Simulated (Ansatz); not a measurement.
Planning a GW calculation on NaI (Fm-3m).

```xyz
2
Lattice="0.0000 3.2364 3.2364 3.2364 0.0000 3.2364 3.2364 3.2364 0.0000" Properties=species:S:1:pos:R:3 pbc="T T T"
Na    0.0000    0.0000    0.0000
I     3.2364    3.2364    3.2364
```

The cell and positions come from the Crystallography Open Database and are kept as given unless a step says otherwise. Spin-orbit coupling is left out unless a run names it. PAW set soft_2, made with PBE.

Runs so far (Ansatz 0.2.0, start PBE, default PAW files, 4×4×4 mesh). Times are wall times on 1 × NVIDIA H100 80GB HBM3 (shared by 6 runs) with 3 threads of AMD EPYC 7R13 (Zen 3), shared host, good to a factor of about two.

```tsv
bands summed	cutoff (eV)	gap on the mesh (eV)	time
84	60	5.402	5.3 s
215	120	5.596	7.7 s
```

Q: What should the next rung give, with 448 bands and screening to 200 eV, and where is the limit?

The error falls about as one over the bands when the cutoff rises with them. A line through the two highest rungs given predicts 5.661 eV; the run gave 5.658 eV, close to it. The two highest rungs put the limit near 5.715 eV, the pair below near 5.721 eV; their difference is a rough measure of what is unsettled in bands and cutoff; the mesh is a separate error.

Gaps are over the mesh's points; an edge off the mesh would be missed. Limits: not at the basis limit; no spin-orbit coupling.

[Paths, hosts, dates, memory and timing lines, banners, echoed tables and standing remarks are left out of the program output.]

[Logs are printed without paths, hosts, clocks, repeated set-up lines and the standing remarks that a program may print on its own settings, such as how far it seeks lower states.]

[Runs of the session that timed out or met a known fault of the program may be left out.]

[Cells called generated may have been cut or substituted from an entry of the Crystallography Open Database or the Materials Project.]

[Hosts, paths, dates, database ids (printed as entryN), source tags and the programs' standing remarks are cut or masked in the printed files.]
